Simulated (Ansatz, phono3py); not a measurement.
## Phonon transport in NaI (Fm-3m)

Wanted: κ(T), lifetimes and mean free paths for NaI.

Experimental results on record:
- thermal conductivity 1.8 W/m/K near room temperature (given in “Combining the AFLOW GIBBS and Elastic Libraries to efficiently and robustly screen thermo-mechanical properties of solids”, 2017, arXiv:1611.05714)
- thermal conductivity 1.8 W/m/K near room temperature (given in “Predicting the lattice thermal conductivity of solids by solving the Boltzmann transport equation: AFLOW - AAPL an automated, accurate and efficient framework”, 2017, arXiv:1611.05481)

Calculated with Ansatz 0.2.0; DFT LDA, scalar-relativistic, plane waves, PAW.

This is a report of a sequence of runs, with most program output left out.

### Step 1. The starting structure

The structure is cubic, space group Fm-3m (No. 225). The conventional cell has a = 6.473 Å, b = 6.473 Å, c = 6.473 Å, α = 90.00°, β = 90.00°, γ = 90.00°. Na has 6 I at 3.24 Å nearest. Nearest to I lie 6 Na at 3.24 Å. Farther neighbours and most contacts between anions are not listed.

### Step 2. A first coarse run

Before spending time, one coarse run tells the gap and the pressure of the starting cell.

Input file input.yaml:

```yaml
crystal:
  lattice:
    - [0.0, 3.2364, 3.2364]
    - [3.2364, 0.0, 3.2364]
    - [3.2364, 3.2364, 0.0]
  atoms:
    - { symbol: Na, position: [0.0, 0.0, 0.0] }
    - { symbol: I, position: [0.5, 0.5, 0.5] }
kpoints:
  mp_grid: { grid: [6, 6, 6] }
hamiltonian:
  xc: lda
scf:
  occupations: { method: gaussian, width: 0.1 }
output:
  forces: true
  stress: true
  eigenvalues: true
```

Run with:

```sh
$ ansatz run input.yaml --threads 16 --pin off --max-ram 30720MiB --backend cpu --events-out ev --progress --plain --runs-dir out
```

Run time: 0.33 s. Hardware: 16 threads of Intel Xeon 6975P-C (Granite Rapids), shared host; peak memory 0.41 GiB; 1.4 s of CPU time.

This step gave:

```yaml
pressure: -1.637 GPa
gap_on_the_k_mesh: 3.333 eV
volume_per_atom: 33.90 Å³
```

The start is under -1.6 GPa at this level and looks like an insulator or semiconductor on this mesh.

### Step 3. Relaxation

Phonons are second derivatives about a minimum, so cell and atoms are relaxed first, inside the symmetry of the start.

input.yaml, the sections that differ from step 2:

```yaml
scf:
  occupations: { method: gaussian, width: 0.02 }
relax:
  adjacent_minimum: "off"
  f_tol: 0.005
  max_steps: 80
  cell: { stress_tol: 0.05 }
# crystal, kpoints, hamiltonian, output: as in step 2
```

The job ended after 1.1 s (16 threads; peak memory 0.46 GiB; 7.2 s of CPU time).

Relaxation path:

| step | energy less that of the first step (eV) | largest force component (eV/Å) | pressure (GPa) | volume (Å³) |
| --- | --- | --- | --- | --- |
| 1 | 0.0000 | 0.0000 | -1.64 | 67.80 |
| 2 | -0.0270 | 0.0000 | -0.94 | 64.53 |
| 3 | -0.0368 | 0.0000 | 0.25 | 60.63 |
| 4 | -0.0372 | 0.0000 | -0.02 | 61.40 |
| 5* | -0.0364 | 0.0000 | -0.02 | 61.40 |

Relaxation steps marked * repeat the geometry before them on a plane-wave basis chosen anew for their cell, so energy and pressure can jump there.

Forces are held to the 48 operations that the run works with; a distortion that breaks them can't arise in this run.

| conventional cell, symmetrised | before | after | change |
| --- | --- | --- | --- |
| a (Å) | 6.473 | 6.263 | -3.2 % |
| b (Å) | 6.473 | 6.263 | -3.2 % |
| c (Å) | 6.473 | 6.263 | -3.2 % |
| volume (Å³/atom) | 33.90 | 30.70 | -9.4 % |

The relaxed structure:

```xyz
2
Lattice="0.0000 3.1313 3.1313 3.1313 0.0000 3.1313 3.1313 3.1313 0.0000" Properties=species:S:1:pos:R:3 pbc="T T T"
Na    0.0000    0.0000    0.0000
I     3.1313    3.1313    3.1313
```

Numbers from this step:

* pressure: -0.02407 GPa
* gap on the k-mesh: 3.616 eV
* volume per atom: 30.70 Å³

The relaxation ends with a pressure of -0.02 GPa.

### Step 4. A second relaxation

The relaxation is run once more from where the first one ended, as the script does after a large change of volume or of the gap, with mesh and occupations reviewed.

input.yaml: that of step 3 with these lines changed.

```diff
@@ -2,5 +2,5 @@
   lattice:
-    - [0.0, 3.2364, 3.2364]
-    - [3.2364, 0.0, 3.2364]
-    - [3.2364, 3.2364, 0.0]
+    - [0.0, 3.1312688942, 3.1312688942]
+    - [3.1312688942, 0.0, 3.1312688942]
+    - [3.1312688942, 3.1312688942, 0.0]
   atoms:
```

The job ended after 0.55 s (16 threads; peak memory 0.43 GiB).

Little changed from the start: no atom moved by 0.005 Å and no cell edge by 0.1 %.

### Step 5. Tight relaxation

The thresholds are tightened for a last relaxation ahead of the phonons, and where mesh or smearing change with them the cell follows.

input.yaml, the sections that differ from step 4:

```yaml
scf:
  occupations: { method: fixed }
relax:
  adjacent_minimum: "off"
  f_tol: 0.001
  max_steps: 60
  cell: { stress_tol: 0.01 }
# crystal, kpoints, hamiltonian, output: as in step 4
```

Run time: 0.72 s. Hardware: 16 threads; peak memory 0.43 GiB; 4 s of CPU time.

Little changed from the start: no atom moved by 0.005 Å and no cell edge by 0.1 %.

Numbers from this step:

```yaml
pressure: -0.009790 GPa
gap_on_the_k_mesh: 3.618 eV
volume_per_atom: 30.68 Å³
```

The residual pressure is -0.0098 GPa, small enough for phonons.

### Step 6. Third-order constants and the Boltzmann equation

Pairs of atoms inside the cutoff are displaced in a supercell, the forces give the cubic constants, and these give the three-phonon rates of the Boltzmann equation.

Input file input.yaml:

```yaml
crystal:
  lattice:
    - [0.0, 3.1305432327, 3.1305432327]
    - [3.1305432327, 0.0, 3.1305432327]
    - [3.1305432327, 3.1305432327, 0.0]
  atoms:
    - { symbol: Na, position: [0.0, 0.0, 0.0] }
    - { symbol: I, position: [0.5, 0.5, 0.5] }
kpoints:
  mp_grid: { grid: [6, 6, 6] }
hamiltonian:
  xc: lda
scf:
  occupations: { method: fixed }
output:
  eigenvalues: true
phonons:
  method: fd
  dielectric: true
  qmesh: [6, 6, 6]
  temperatures: { t_max: 1000, t_step: 50 }
  qpath:
    path:
      - [[0.0, 0.0, 0.0], [0.5, 0.0, 0.5], [0.625, 0.25, 0.625]]
      - [[0.375, 0.375, 0.75], [0.0, 0.0, 0.0], [0.5, 0.5, 0.5], [0.5, 0.25, 0.75], [0.5, 0.0, 0.5]]
    npoints: 10
  third_order: { supercell: [3, 3, 3], pair_cutoff: 4.577 }
  lattice_thermal_conductivity:
    qmesh: [17, 17, 17]
    temperatures: [100.0, 150.0, 200.0, 300.0, 400.0, 500.0]
    isotope_mass_variance: [{ species: I, variance: 0.0 }, { species: Na, variance: 0.0 }]
```

Wall time 10 min (16 threads); peak memory 20 GiB; 2.5 h of CPU time.

Numbers from this step:

```yaml
gamma_frequencies: 0, 0, 0, 130.6, 130.6, 130.6 cm⁻¹ (negative: imaginary)
lowest_frequency_on_the_path: 0 cm⁻¹
zero_point_energy: 0.03615 eV/cell
point_group: m-3m
highest_frequency: 180.7 cm⁻¹
debye_temperature_from_the_second_moment: 199 K
kappa_at_300_k_relaxation_time: 4.09 W/m/K
kappa_at_300_k_full_solution: 4.37 W/m/K
dipole_term: run
mean_free_path_at_half_of_kappa: 26.8 nm
share_of_kappa_above_the_three_lowest_branches: 0.033
third_order_blocks: 350
periodic_aliases_dropped: 24
largest_relative_sum_rule_correction: 0.08789
displaced_cells_third_order: 50
```

LO-TO term included. The phonon branches at the labelled points (cm⁻¹):

| point | branch 1 | branch 2 | branch 3 | branch 4 | branch 5 | branch 6 |
| --- | --- | --- | --- | --- | --- | --- |
| Γ | 0 | 0 | 0 | 131 | 131 | 180 |
| halfway | 29 | 29 | 72 | 132 | 132 | 151 |
| X | 37 | 37 | 57 | 135 | 135 | 142 |
| halfway | 41 | 46 | 56 | 134 | 138 | 141 |
| U | 49 | 54 | 63 | 130 | 140 | 144 |
| jump to K | 49 | 54 | 63 | 130 | 140 | 144 |
| halfway | 35 | 50 | 67 | 125 | 134 | 169 |
| Γ | 0 | 0 | 0 | 131 | 131 | 180 |
| halfway | 39 | 39 | 57 | 128 | 128 | 180 |
| L | 56 | 56 | 81 | 125 | 125 | 181 |
| halfway | 55 | 59 | 72 | 128 | 133 | 158 |
| W | 50 | 50 | 67 | 137 | 139 | 139 |
| halfway | 42 | 54 | 55 | 136 | 136 | 141 |
| X | 37 | 37 | 57 | 135 | 135 | 142 |

W/m/K. Kappa, by row:

| T (K) | RTA xx | RTA yy | RTA zz | full xx | full yy | full zz | coherence part xx | coherence part yy | coherence part zz | ending | iterations | least Ritz value |
| --- | --- | --- | --- | --- | --- | --- | --- | --- | --- | --- | --- | --- |
| 100 | 13.88 | 13.88 | 13.88 | 15.03 | 15.03 | 15.03 | 0.02107 | 0.02107 | 0.02107 | converged | 9 | 0.511 |
| 150 | 8.539 | 8.539 | 8.539 | 9.173 | 9.173 | 9.173 | 0.02992 | 0.02992 | 0.02992 | converged | 9 | 0.505 |
| 200 | 6.232 | 6.232 | 6.232 | 6.675 | 6.675 | 6.675 | 0.03669 | 0.03669 | 0.03669 | converged | 9 | 0.503 |
| 300 | 4.09 | 4.09 | 4.09 | 4.37 | 4.37 | 4.37 | 0.04693 | 0.04693 | 0.04693 | converged | 9 | 0.501 |
| 400 | 3.064 | 3.064 | 3.064 | 3.27 | 3.27 | 3.27 | 0.05438 | 0.05438 | 0.05438 | converged | 9 | 0.501 |
| 500 | 2.459 | 2.459 | 2.459 | 2.622 | 2.622 | 2.622 | 0.06002 | 0.06002 | 0.06002 | converged | 9 | 0.501 |

Table of lattice thermal conductivity by temperature:

| temperature (K) | RTA xx (W/m/K) | full xx (W/m/K) |
| --- | --- | --- |
| 100 | 13.9 | 15.0 |
| 150 | 8.54 | 9.17 |
| 200 | 6.23 | 6.67 |
| 300 | 4.09 | 4.37 |
| 400 | 3.06 | 3.27 |
| 500 | 2.46 | 2.62 |

The modes has structure finer than the step of the table below, so its rows give means over 10 cm⁻¹, whole bins alone (the curve runs from -10 to 196 cm⁻¹). Peaks (cm⁻¹: height): I 56.1: 0.109, 71.7: 0.0683, 133.9: 0.0202; Na 131.3: 0.142.

Phonopy on the run's constants, 15x15x15 mesh, Gaussian sigma 2.0 cm⁻¹. The modes by wavenumber; means over each step; values in 1/cm⁻¹/cell:

| wavenumber (cm⁻¹) | I | Na |
| --- | --- | --- |
| 0 | 8.0e-5 | 1.5e-5 |
| 10 | 0.00108 | 1.9e-4 |
| 20 | 0.00480 | 8.2e-4 |
| 30 | 0.0151 | 0.00248 |
| 40 | 0.0422 | 0.00650 |
| 50 | 0.0744 | 0.00798 |
| 60 | 0.0691 | 0.00451 |
| 70 | 0.0549 | 0.00265 |
| 80 | 0.0129 | 3.7e-4 |
| 90 | 7.6e-6 | 0 |
| 100 | 0 | 0 |
| 110 | 0 | 0 |
| 120 | 4.5e-4 | 0.0139 |
| 130 | 0.0136 | 0.126 |
| 140 | 0.00833 | 0.0555 |
| 150 | 0.00103 | 0.0261 |
| 160 | 5.6e-4 | 0.0228 |
| 170 | 8.9e-4 | 0.0197 |
| 180 | 7.4e-4 | 0.0105 |
| 190 | 2.7e-6 | 3.2e-5 |

Distinct triplets, nearest first. Third order norms, by row:

| sites | side 1 (Å) | side 2 (Å) | side 3 (Å) | norm of the 27 components (eV/Å³) |
| --- | --- | --- | --- | --- |
| Na-Na-Na | 0 | 0 | 0 | 0 |
| I-I-I | 0 | 0 | 0 | 0 |
| Na-I-I | 0 | 3.13 | 3.13 | 3.51 |
| Na-I-Na | 0 | 3.13 | 3.13 | 3.473 |
| Na-I-I | 3.13 | 3.13 | 4.43 | 0.046 |
| Na-I-Na | 3.13 | 3.13 | 4.43 | 0.056 |
| Na-Na-Na | 0 | 4.43 | 4.43 | 0.122 |
| Na-Na-Na | 4.43 | 4.43 | 4.43 | 0.002 |
| I-I-I | 0 | 4.43 | 4.43 | 0.453 |
| I-I-I | 4.43 | 4.43 | 4.43 | 0.046 |

Born charge (rows field, columns displacement) (e), principal values of the symmetric part by kind of site:

| atom | atoms with these values | low | middle | high | mean |
| --- | --- | --- | --- | --- | --- |
| Na1 | 1 | 1.17 | 1.17 | 1.17 | 1.17 |
| I2 | 1 | -1.17 | -1.17 | -1.17 | -1.17 |

In full for I2:

```
-1.17  0.00  0.00
 0.00 -1.17  0.00
 0.00  0.00 -1.17
```

RTA, 300 K. Kappa by branch, by row:

| branch (by rank) | mean frequency (THz) | mean rms speed (km/s) | median lifetime (ps) | share of kappa |
| --- | --- | --- | --- | --- |
| 1 | 1.31 | 0.91 | 14.2 | 0.386 |
| 2 | 1.53 | 1.02 | 10.7 | 0.364 |
| 3 | 2.02 | 0.98 | 4.26 | 0.216 |
| 4 | 3.87 | 0.38 | 0.869 | 0.003 |
| 5 | 4.01 | 0.39 | 1.27 | 0.005 |
| 6 | 4.74 | 1.18 | 0.676 | 0.025 |

Spectral kappa at 300 K against frequency; read off at these points; values in W/m/K/THz:

| frequency (THz) | relaxation time (W/m/K/THz) | full solution (W/m/K/THz) |
| --- | --- | --- |
| 0.05 | 0 | 0 |
| 0.35 | 1.46 | 1.46 |
| 0.45 | 2.3 | 2.31 |
| 0.55 | 1.12 | 1.12 |
| 0.85 | 1.96 | 2.13 |
| 1.05 | 1.55 | 1.74 |
| 1.35 | 3.36 | 3.61 |
| 1.55 | 4.20 | 4.47 |
| 1.85 | 0.797 | 0.869 |
| 2.15 | 0.387 | 0.481 |
| 2.35 | 0.0162 | 0.0234 |
| 2.65 | 0 | 0 |
| 2.85 | 0 | 0 |
| 3.15 | 0 | 0 |
| 3.35 | 0 | 0 |
| 3.65 | 0 | 0 |
| 3.95 | 0.0975 | 0.240 |
| 4.15 | 0.0746 | 0.0977 |
| 4.45 | 0.203 | 0.0974 |
| 4.65 | 0.0985 | 0.0323 |
| 4.95 | 0.0418 | 0.00863 |
| 5.15 | 0.0191 | 0.00576 |
| 5.45 | 0 | -1.2e-5 |

Relaxation-time solution. Table of share of κ carried by shorter paths by mean free path:

| mean free path (nm) | 100 K | 300 K | 500 K |
| --- | --- | --- | --- |
| 0.316 | 0 | 0.001 | 0.005 |
| 0.464 | 0 | 0.004 | 0.008 |
| 0.681 | 0 | 0.007 | 0.014 |
| 1 | 0.001 | 0.012 | 0.022 |
| 1.47 | 0.002 | 0.018 | 0.033 |
| 2.15 | 0.005 | 0.028 | 0.05 |
| 3.16 | 0.008 | 0.042 | 0.083 |
| 4.64 | 0.013 | 0.066 | 0.135 |
| 6.81 | 0.02 | 0.114 | 0.221 |
| 10 | 0.029 | 0.184 | 0.325 |
| 14.7 | 0.042 | 0.28 | 0.462 |
| 21.5 | 0.078 | 0.396 | 0.558 |
| 31.6 | 0.143 | 0.534 | 0.62 |
| 46.4 | 0.233 | 0.605 | 0.763 |
| 68.1 | 0.338 | 0.73 | 0.83 |
| 100 | 0.496 | 0.814 | 0.861 |
| 147 | 0.583 | 0.837 | 0.885 |
| 215 | 0.686 | 0.882 | 0.885 |
| 316 | 0.79 | 0.885 | 0.959 |
| 464 | 0.836 | 0.885 | 1 |
| 681 | 0.886 | 0.986 | 1 |
| 1000 | 0.89 | 1 | 1 |
| 1470 | 0.89 | 1 | 1 |
| 2150 | 0.96 | 1 | 1 |
| 3160 | 1 | 1 | 1 |

300 K; a sample spread over frequency. Mode lifetimes, by row, the first 40 of 90 rows:

| q1 | q2 | q3 | branch | frequency (THz) | rms speed (km/s) | three-phonon rate (1/ps) | isotope rate (1/ps) | lifetime (ps) | mean free path (nm) |
| --- | --- | --- | --- | --- | --- | --- | --- | --- | --- |
| 0 | 0.0588 | 0.0588 | 1 | 0.252 | 1.31 | 0.0019 | 0 | 528 | 690 |
| 0.0588 | 0.1176 | 0.1765 | 1 | 0.553 | 1.24 | 0.00757 | 0 | 132 | 164 |
| 0.0588 | 0.1176 | 0.1765 | 2 | 0.729 | 2.14 | 0.181 | 0 | 5.52 | 11.8 |
| 0 | 0.1176 | 0.2353 | 1 | 0.861 | 1.34 | 0.135 | 0 | 7.41 | 9.92 |
| 0 | 0.2941 | 0.2941 | 1 | 0.965 | 0.5 | 0.0111 | 0 | 90.5 | 45.1 |
| 0.0588 | 0.2353 | 0.2941 | 2 | 1.019 | 1.68 | 0.0923 | 0 | 10.8 | 18.2 |
| 0 | 0.2353 | 0.3529 | 1 | 1.085 | 0.93 | 0.114 | 0 | 8.78 | 8.14 |
| 0.0588 | 0.2941 | 0.4118 | 1 | 1.118 | 0.82 | 0.0486 | 0 | 20.6 | 16.9 |
| 0 | 0.3529 | 0.4118 | 2 | 1.138 | 1.06 | 0.0157 | 0 | 63.8 | 67.5 |
| 0 | 0.3529 | 0.4706 | 1 | 1.192 | 0.76 | 0.11 | 0 | 9.05 | 6.85 |
| 0.0588 | 0.1176 | 0.1765 | 3 | 1.235 | 2.72 | 0.253 | 0 | 3.95 | 10.8 |
| 0 | 0.2353 | -0.2353 | 1 | 1.26 | 0.83 | 0.0127 | 0 | 79 | 65.9 |
| 0.0588 | 0.3529 | -0.4706 | 1 | 1.3 | 0.92 | 0.138 | 0 | 7.23 | 6.67 |
| 0.1176 | 0.2353 | 0.3529 | 2 | 1.333 | 1.7 | 0.253 | 0 | 3.95 | 6.7 |
| 0.0588 | 0.2353 | 0.4706 | 1 | 1.366 | 1.06 | 0.208 | 0 | 4.8 | 5.08 |
| 0.1765 | 0.3529 | -0.4118 | 1 | 1.414 | 0.78 | 0.0301 | 0 | 33.2 | 25.9 |
| 0 | 0.1765 | -0.1765 | 2 | 1.44 | 1.21 | 0.356 | 0 | 2.81 | 3.41 |
| 0.1765 | 0.4118 | -0.2353 | 1 | 1.467 | 0.58 | 0.0131 | 0 | 76.1 | 44.1 |
| 0.1176 | 0.3529 | 0.4706 | 2 | 1.501 | 1.68 | 0.0961 | 0 | 10.4 | 17.5 |
| 0 | 0.1176 | -0.3529 | 1 | 1.524 | 1.08 | 0.12 | 0 | 8.34 | 9.04 |
| 0 | 0.2941 | -0.3529 | 1 | 1.548 | 0.71 | 0.0294 | 0 | 34.1 | 24.1 |
| 0.0588 | 0.1176 | 0.4706 | 1 | 1.568 | 0.85 | 0.161 | 0 | 6.23 | 5.31 |
| 0.0588 | 0.1765 | 0.4118 | 2 | 1.594 | 1.22 | 0.0871 | 0 | 11.5 | 14 |
| 0 | 0.1765 | -0.4706 | 1 | 1.616 | 0.66 | 0.144 | 0 | 6.95 | 4.56 |
| 0.1765 | 0.4706 | -0.3529 | 2 | 1.637 | 0.6 | 0.0415 | 0 | 24.1 | 14.6 |
| 0.0588 | 0.3529 | -0.2941 | 2 | 1.662 | 0.62 | 0.0562 | 0 | 17.8 | 11 |
| 0.0588 | 0.2353 | -0.2353 | 2 | 1.679 | 0.6 | 0.0837 | 0 | 11.9 | 7.23 |
| 0.1176 | 0.4706 | -0.4118 | 3 | 1.691 | 0.62 | 0.051 | 0 | 19.6 | 12.1 |
| 0.0588 | 0.1765 | 0.2353 | 3 | 1.706 | 2.28 | 0.146 | 0 | 6.83 | 15.5 |
| 0.0588 | 0.3529 | -0.4118 | 2 | 1.718 | 0.98 | 0.068 | 0 | 14.7 | 14.4 |
| 0.0588 | 0.1765 | -0.3529 | 2 | 1.741 | 0.41 | 0.123 | 0 | 8.13 | 3.34 |
| 0 | 0.1176 | -0.4706 | 2 | 1.763 | 0.45 | 0.149 | 0 | 6.73 | 3.04 |
| 0.0588 | 0.1176 | 0.2941 | 3 | 1.785 | 1.8 | 0.111 | 0 | 9.02 | 16.3 |
| 0.0588 | 0.3529 | -0.4118 | 3 | 1.84 | 1.53 | 0.117 | 0 | 8.53 | 13.1 |
| 0.0588 | 0.1765 | 0.2941 | 3 | 1.906 | 1.74 | 0.226 | 0 | 4.43 | 7.71 |
| 0.1176 | 0.3529 | -0.4706 | 3 | 1.965 | 1.19 | 0.191 | 0 | 5.25 | 6.27 |
| 0 | 0.2941 | -0.4118 | 3 | 2.025 | 1.36 | 0.143 | 0 | 7.01 | 9.51 |
| 0.1176 | 0.2353 | 0.3529 | 3 | 2.052 | 1.17 | 0.3 | 0 | 3.33 | 3.9 |
| 0.1176 | 0.2941 | -0.3529 | 3 | 2.105 | 0.59 | 0.226 | 0 | 4.42 | 2.61 |
| 0.1176 | 0.2353 | 0.4118 | 3 | 2.139 | 0.51 | 0.347 | 0 | 2.88 | 1.48 |

Without the LO-TO term. Gamma linewidths, by row:

| branch | frequency (cm⁻¹) | three-phonon rate (1/ps) | isotope rate (1/ps) | FWHM (cm⁻¹) |
| --- | --- | --- | --- | --- |
| 4 | 130.6 | 1.41 | 0 | 7.5 |
| 5 | 130.6 | 1.41 | 0 | 7.5 |
| 6 | 130.6 | 1.41 | 0 | 7.5 |

W/m/K, third of the trace; RTA populations with a boundary rate v/L added to each mode (Matthiessen's rule). Kappa by grain size, by row:

| T (K) | bulk | 10 nm | 30 nm | 100 nm | 300 nm | 1000 nm | 10000 nm | 100000 nm |
| --- | --- | --- | --- | --- | --- | --- | --- | --- |
| 100 | 13.86 | 1.747 | 3.599 | 6.497 | 9.206 | 11.46 | 13.44 | 13.81 |
| 300 | 4.043 | 1.19 | 1.962 | 2.789 | 3.354 | 3.739 | 4.003 | 4.039 |

At 300 K the relaxation-time value is 4.09 W/(m K).

### Step 7. What came out

* highest frequency: 180.7 cm⁻¹
* Debye temperature from the second moment: 199 K
* κ at 300 K (relaxation time): 4.09 W/m/K
* κ at 300 K (full solution): 4.37 W/m/K
* mean free path at half of κ: 26.8 nm
* share of κ above the three lowest branches: 0.033

In words: The lattice of NaI conducts 4.37 W/(m K) at 300 K by LDA (mean over directions, full solution). The full solution lies +7 % from the relaxation-time value at 300 K. Above 300 K the relaxation-time κ falls as T^-1.00, near the 1/T law of three-phonon scattering. Grains of 100 nm would keep 69 % of the bulk value at 300 K, and grains of 1 µm 92 %. A measured thermal conductivity near room temperature is 1.8 W/m/K (arXiv:1611.05714); the calculated 4.37 W/m/K differs by +143 %. The relaxed cell is 9 % smaller in volume than the database cell, which stiffens most phonons and usually raises κ; no run here tested that. Four-phonon, defect and boundary scattering, which are left out, would lower the calculated value; thermal expansion is left out too. The sum rules changed one orbit of cubic constants by up to 9 %. The conductivities include the coherence part between close branches; the shares for grains, isotopes, branches and paths are of the relaxation-time populations alone. Cubic couplings among atoms farther apart than the pair cutoff are dropped, and neither the cutoff nor the q-mesh was shown to be converged here. The PAW files were made for PBE and are used here under another functional, for which the program regenerates the frozen cores. The cell of these runs is 9 % smaller in volume than the database cell; frequencies and all that rests on them shift with it.

[Logs are printed without paths, hosts, clocks, repeated set-up lines and the standing remarks that a program may print on its own settings, such as how far it seeks lower states.]

[Hosts, paths, dates, database ids (printed as entryN), source tags and the programs' standing remarks are cut or masked in the printed files.]

[A step with changed settings may run another functional than the one named; its input shows which.]
